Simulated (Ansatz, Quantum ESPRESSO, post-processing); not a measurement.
# Conductance against width: vacuum gaps between two Al(111) faces, part 5 of 5

Wanted: T at the Fermi level along a series, and its decay constant, for vacuum gaps between two Al(111) faces.

Quantum ESPRESSO 7.5; plane-wave DFT, PBE, GBRV ultrasoft pseudopotentials; cross-check by Ansatz 0.2.0 with PAW datasets.

So far. Step 12 (The open system, 8 Å): T goes from 0.00212 to 3.0e-4, a factor of 7.1. Step 13 (The same in Ansatz, 8 Å): Ansatz finds T = 2.5e-4 against pwcond's 3.0e-4.

## (14) SCF with pw.x, 9 Å

Level of this step: plane-wave DFT, PBE, GBRV ultrasoft pseudopotentials (Quantum ESPRESSO 7.5).

Contents of j4.scf.in:

```
&control
  prefix = 'j4.scf'
  outdir = './out'
  pseudo_dir = './pseudo'
  calculation = 'scf'
  tprnfor = .true.
/
&system
  ibrav = 0
  nat = 18
  ntyp = 1
  ecutwfc = 40
  ecutrho = 200
  occupations = 'smearing'
  smearing = 'mv'
  degauss = 0.01
/
&electrons
  conv_thr = 1e-07
  mixing_beta = 0.25
  electron_maxstep = 120
  mixing_mode = 'local-TF'
/
ATOMIC_SPECIES
  Al  26.9815  al_pbe_v1.uspp.F.UPF
CELL_PARAMETERS angstrom
  2.85671139599365 0.00000000000000 0.00000000000000
  1.42835569799683 2.47398464021101 0.00000000000000
  0.00000000000000 0.00000000000000 48.65241648794350
ATOMIC_POSITIONS crystal
  Al  0.000000000000 0.000000000000 0.000000000000
  Al  0.333333333000 0.333333333000 0.047942019244
  Al  0.666666667000 0.666666667000 0.095884038488
  Al  0.000000000000 0.000000000000 0.143826057732
  Al  0.333333333000 0.333333333000 0.191768076976
  Al  0.666666667000 0.666666667000 0.239710096219
  Al  0.000000000000 0.000000000000 0.287652115463
  Al  0.333333333000 0.333333333000 0.335594134707
  Al  0.666666667000 0.666666667000 0.383536153951
  Al  0.000000000000 0.000000000000 0.568521826805
  Al  0.333333333000 0.333333333000 0.616463846049
  Al  0.666666667000 0.666666667000 0.664405865293
  Al  0.000000000000 0.000000000000 0.712347884537
  Al  0.333333333000 0.333333333000 0.760289903781
  Al  0.666666667000 0.666666667000 0.808231923024
  Al  0.000000000000 0.000000000000 0.856173942268
  Al  0.333333333000 0.333333333000 0.904115961512
  Al  0.666666667000 0.666666667000 0.952057980756
K_POINTS automatic
  10 10 1 0 0 0
```

The run is started by

```bash
> OMP_NUM_THREADS=1 mpirun -n 4 pw.x -nk 4 -in j4.scf.in > j4.scf.out
```

Output:

```text
[banner, memory and clock lines left out]
Program PWSCF v.7.5 starts
[...]
number of electrons       =        54.00
     number of Kohn-Sham states=           32
     kinetic-energy cutoff     =      40.0000  Ry
     charge density cutoff     =     200.0000  Ry
[...]
number of k points=    14  Marzari-Vanderbilt smearing, width (Ry)=  0.0100
[...]
Dense  grid:   110381 G-vectors     FFT dimensions: (  25,  25, 432)
[...]
Starting wfcs are   72 randomized atomic wfcs
     estimated scf accuracy    <       1.66746832 Ry
     estimated scf accuracy    <       1.32541043 Ry
     estimated scf accuracy    <       0.04545195 Ry
     estimated scf accuracy    <       0.30435078 Ry
     estimated scf accuracy    <       0.06926211 Ry
     estimated scf accuracy    <       0.00887322 Ry
     estimated scf accuracy    <       0.23550054 Ry
     estimated scf accuracy    <       0.26748709 Ry
     estimated scf accuracy    <       0.03575595 Ry
     estimated scf accuracy    <       0.02188932 Ry
     estimated scf accuracy    <       0.00312893 Ry
     estimated scf accuracy    <       0.01702248 Ry
     estimated scf accuracy    <       0.00001814 Ry
     estimated scf accuracy    <       0.00001319 Ry
     estimated scf accuracy    <       0.00001737 Ry
     estimated scf accuracy    <       0.00000493 Ry
     estimated scf accuracy    <       0.00000099 Ry
     estimated scf accuracy    <       0.00000152 Ry
     estimated scf accuracy    <       0.00000039 Ry
     estimated scf accuracy    <       0.00000039 Ry
     estimated scf accuracy    <       0.00000026 Ry
[...]
the Fermi energy is     6.4697 ev
!    total energy              =    -120.65672785 Ry
     estimated scf accuracy    <       0.00000009 Ry
     smearing contrib. (-TS)   =      -0.00078795 Ry
     internal energy E=F+TS    =    -120.65593989 Ry
[...]
one-electron contribution =    -366.05722693 Ry
     hartree contribution      =     206.80623132 Ry
     xc contribution           =     -77.12155681 Ry
     ewald contribution        =     115.71661252 Ry
     convergence has been achieved in  46 iterations
[...]
Total force =     0.007514     Total SCF correction =     0.000575
[...]
```

Wall time 2.6 min (4 MPI ranks of Arm Neoverse V1, shared host); peak memory 0.66 GiB; 10 min of CPU time.

Numbers from this step:

| Quantity | Value |
| --- | --- |
| free energy | -1641.6184 eV |
| Fermi energy | 6.470 eV |

## (15) Transmission with pwcond.x, 9 Å

Contents of j4.cond.in:

```
&inputcond
  outdir = './out'
  prefixt = 'j4.scf'
  tran_file = 'j4.cond.dat'
  bdl = 2.4494897419
  bds = 17.0309176343
  ikind = 1
  ewind = 4.0
  epsproj = 1e-05
  nz1 = 7
  energy0 = 0.4
  denergy = -0.4
/
10
  0.00000000 0.00000000 0.01562500
  0.00000000 0.12500000 0.09375000
  0.00000000 0.25000000 0.09375000
  0.00000000 0.37500000 0.09375000
  0.00000000 0.50000000 0.04687500
  0.12500000 0.25000000 0.09375000
  0.12500000 0.37500000 0.18750000
  0.12500000 0.50000000 0.18750000
  0.25000000 0.50000000 0.09375000
  0.25000000 0.62500000 0.09375000
3
```

The run is started by

```bash
> OMP_NUM_THREADS=1 mpirun -n 4 pwcond.x -in j4.cond.in > j4.cond.out
```

Output:

```text
[banner, memory and clock lines left out]
Program PWCOND v.7.5 starts

     ./out/j4.scf.save/

[...]
negative rho (up, down):  1.066E-07 0.000E+00
     Reading collected, re-writing distributed wavefunctions

===== INPUT FILE containing all the regions =====

     GEOMETRY:

     lattice parameter (alat)  =       5.3984  a.u.
     the volume                =    2320.4082 (a.u.)^3
     the cross section         =      25.2384 (a.u.)^2
     l of the unit cell        =      17.0309 (alat)
     number of atoms/cell      =           18
[...]
---  E-Ef =   -0.4000000  k =    0.2500000   0.6250000
---  ie =          3  ik =         10
 Nchannels of the left tip =            1
 Right moving states:
   k1(2pi/a)   k2(2pi/a)   E-Ef (eV)
   0.0936673   0.0000036  -0.4000000
 Left moving states:
   k1(2pi/a)   k2(2pi/a)   E-Ef (eV)
  -0.0936673   0.0000036  -0.4000000

 to transmit
 Band j to band i transmissions and reflections:
    j         i     |T_ij|^2    |R_ij|^2

    1 -->     1     0.00000     1.00000
   Total T_j, R_j =    0.00000  1.00000

E-Ef(ev), T(x2 spins) =   -0.4000000   0.0000000
   T_tot     0.40000      0.16438E-03
   T_tot     0.00000      0.86369E-04
   T_tot    -0.40000      0.39314E-04
```

Elapsed: 30 s, on 4 MPI ranks; peak memory 0.25 GiB.

This step gave:

```
lead channels at the Fermi level, one spin : 1.234
transmission at the Fermi level, one spin  : 4.32e-5
conductance                                : 4.32e-5 G₀
```

Per spin; mean over the k mesh across the current. Table of transmission, zone mean by energy, zero at the Fermi level:

| energy (eV) | transmission, zone mean |
| --- | --- |
| -0.400 | 2.0e-5 |
| 0.000 | 4.3e-5 |
| 0.400 | 8.2e-5 |

T goes from 3.0e-4 to 4.3e-5, a factor of 6.9.

## (16) Cross-check with Ansatz, 9 Å

Level of this step: plane-wave DFT, PBE, Ansatz PAW (Ansatz 0.2.0).

Contents of input.yaml:

```yaml
crystal:
  lattice:
    - [2.856711396, 0.0, 0.0]
    - [1.428355698, 2.4739846402, 0.0]
    - [0.0, 0.0, 48.6524164879]
  atoms:
    - { symbol: Al, position: [0.0, 0.0, 0.0] }
    - { symbol: Al, position: [0.333333333, 0.333333333, 0.0479420192] }
    - { symbol: Al, position: [0.666666667, 0.666666667, 0.0958840385] }
    - { symbol: Al, position: [0.0, 0.0, 0.1438260577] }
    - { symbol: Al, position: [0.333333333, 0.333333333, 0.191768077] }
    - { symbol: Al, position: [0.666666667, 0.666666667, 0.2397100962] }
    - { symbol: Al, position: [0.0, 0.0, 0.2876521155] }
    - { symbol: Al, position: [0.333333333, 0.333333333, 0.3355941347] }
    - { symbol: Al, position: [0.666666667, 0.666666667, 0.383536154] }
    - { symbol: Al, position: [0.0, 0.0, 0.5685218268] }
    - { symbol: Al, position: [0.333333333, 0.333333333, 0.616463846] }
    - { symbol: Al, position: [0.666666667, 0.666666667, 0.6644058653] }
    - { symbol: Al, position: [0.0, 0.0, 0.7123478845] }
    - { symbol: Al, position: [0.333333333, 0.333333333, 0.7602899038] }
    - { symbol: Al, position: [0.666666667, 0.666666667, 0.808231923] }
    - { symbol: Al, position: [0.0, 0.0, 0.8561739423] }
    - { symbol: Al, position: [0.333333333, 0.333333333, 0.9041159615] }
    - { symbol: Al, position: [0.666666667, 0.666666667, 0.9520579808] }
kpoints:
  mp_grid: { grid: [10, 10, 1] }
hamiltonian:
  xc: pbe
scf:
  occupations: { method: fermi_dirac, width: 0.1 }
  convergence: { dr2_threshold: 1.0e-08 }
output:
  transmission: { leads: [[0, 3]], e_range: [-0.4, 0.4], de: 0.4, kmesh: [8, 8] }
  write_potential: true
  write_density: true
  volumetric_format: npy
  elf: true
```

The run is started by

```bash
> ansatz run input.yaml --threads 4 --pin off --max-ram 8192MiB --backend cpu --events-out ev --progress --plain --runs-dir out
```

Output:

```text
[...]
Crystal: 18 atoms, lattice volume = 343.849 Å³
Basis set: ecut = 420 eV, 6739 PW (Γ)
Bands: 45, of which v1, the nominal top of the filled ones, is band 27 counted from 1 (26 counted from 0)
Symmetry: 12 space group operations
[...]
k-points: 14 of 100
[...]
k-point 13: bands = [... 23 lower, 4.5567, 4.5990, 4.7375, 4.7476, 4.9016, 4.9593, 4.9604, 5.1118, ... 14 higher]
--- Transmission ---
  basis      : 61 plane waves across, 61 finite elements along
  points     : 10, standing for a mesh of 8 x 8
[...]
channels       : 1.140625e0 a spin
[...]
junction   : crystal 0 to crystal 0, -0.47 to 41.19 Å
    transmission   : 3.482776e-5 a spin
[...]
[key lines of the parts left out:]
SCF converged after 7 iterations
Free energy (F): -9674.376394 eV
Fermi energy:    6.400289 eV
```

Wall time 13 s (4 threads); peak memory 0.85 GiB; 46 s of CPU time.

Read from the output:

| Quantity | Value |
| --- | --- |
| free energy | -9674.3764 eV |
| energy at zero smearing | -9674.2432 eV |
| smearing term TS | 0.2663 eV |
| Fermi energy | 6.400 eV |
| transmission at the Fermi level, one spin | 3.48e-5 |
| lead channels at the Fermi level, one spin | 1.141 |

Per spin; mean over the k mesh across the current. Table of transmission, zone mean by energy, zero at the Fermi level:

| energy (eV) | transmission, zone mean |
| --- | --- |
| -0.400 | 1.8e-5 |
| 0.000 | 3.5e-5 |
| 0.400 | 7.3e-5 |

Ansatz finds T = 3.5e-5 against pwcond's 4.3e-5.

## (17) The series side by side

All levels:

| level | T by pwcond | T by Ansatz | lead channels | CPU time (s) |
| --- | --- | --- | --- | --- |
| 5 Å | 0.07523 | 0.06844 | 1.141 | 501.8 |
| 6 Å | 0.0161 | 0.01111 | 1.141 | 611.6 |
| 7 Å | 0.002116 | 0.001718 | 1.141 | 524.4 |
| 8 Å | 2.99e-4 | 2.54e-4 | 1.141 | 738.4 |
| 9 Å | 4.32e-5 | 3.48e-5 | 1.234 | 747.1 |

## (18) By hand

For the narrowest barrier, the Landauer sum over the mesh, Σ w T = 0.0938 × 0.22 + 0.1875 × 0.08 + 0.0938 × 0.148 + … = 0.07523.

G = 0.0752 × 77.48 µS = 5.83 µS a cell. Times the area of 7.067 Å², the resistance-area product is A/G = 12.1 fΩ m², the leads' contact resistance included.

Free electrons at 3 an atom (3 atoms in 49.5 Å³) have k_F = 1.753 1/Å and offer A k_F²/4π = 1.73 channels per spin; the lead has 1.14 on this mesh.

κ = ln(T₁/T₂)/(2Δd) = ln(0.0002987/4.319e-05)/(2 × 1 Å) = 0.97 1/Å.

## (19) Results

```json
{
 "conductance a cell at 5 Å": "0.0752 G₀",
 "conductance a cell at 6 Å": "0.0161 G₀",
 "conductance a cell at 7 Å": "0.00212 G₀",
 "conductance a cell at 8 Å": "3.0e-4 G₀",
 "conductance a cell at 9 Å": "4.3e-5 G₀",
 "fall of ln T per Å over the last interval": "1.93"
}
```

The conductance goes from 0.0752 G₀ at 5 Å to 4.3e-5 G₀ at 9 Å (PBE, GBRV ultrasoft). Interval by interval ln T falls by 1.54, 2.03, 1.96 and 1.93 per Å. The last interval gives κ = 0.97 1/Å in T ∝ exp(−2κd), an apparent barrier of (κ/0.512)² = 3.6 eV. Ansatz follows the series within a factor of 1.45. Points with over 2.5 times the mean carry up to 67 % of T, so the means lean on few points, and the mesh was not tested. The geometries are as built, not relaxed, and the leads are short. Semilocal functionals lack the image potential in a vacuum gap.

[Long decimals in the printed logs are rounded to 6 places.]

[Repeated lines of the later SCF iterations (solver, time, negative density, dipole) and banner, clock, host and MPI lines are left out of these logs without a mark at each place.]

[Logs are printed without paths, hosts, clocks, repeated set-up lines and the standing remarks that a program may print on its own settings, such as how far it seeks lower states.]

[Hosts, paths, dates, database ids (printed as entryN), source tags and the programs' standing remarks are cut or masked in the printed files.]

[Maps of the electrostatic potential energy from Ansatz leave out the sawtooth potential of an applied field or a dipole correction, so their vacuum need not be flat; planar profiles and work functions include it.]
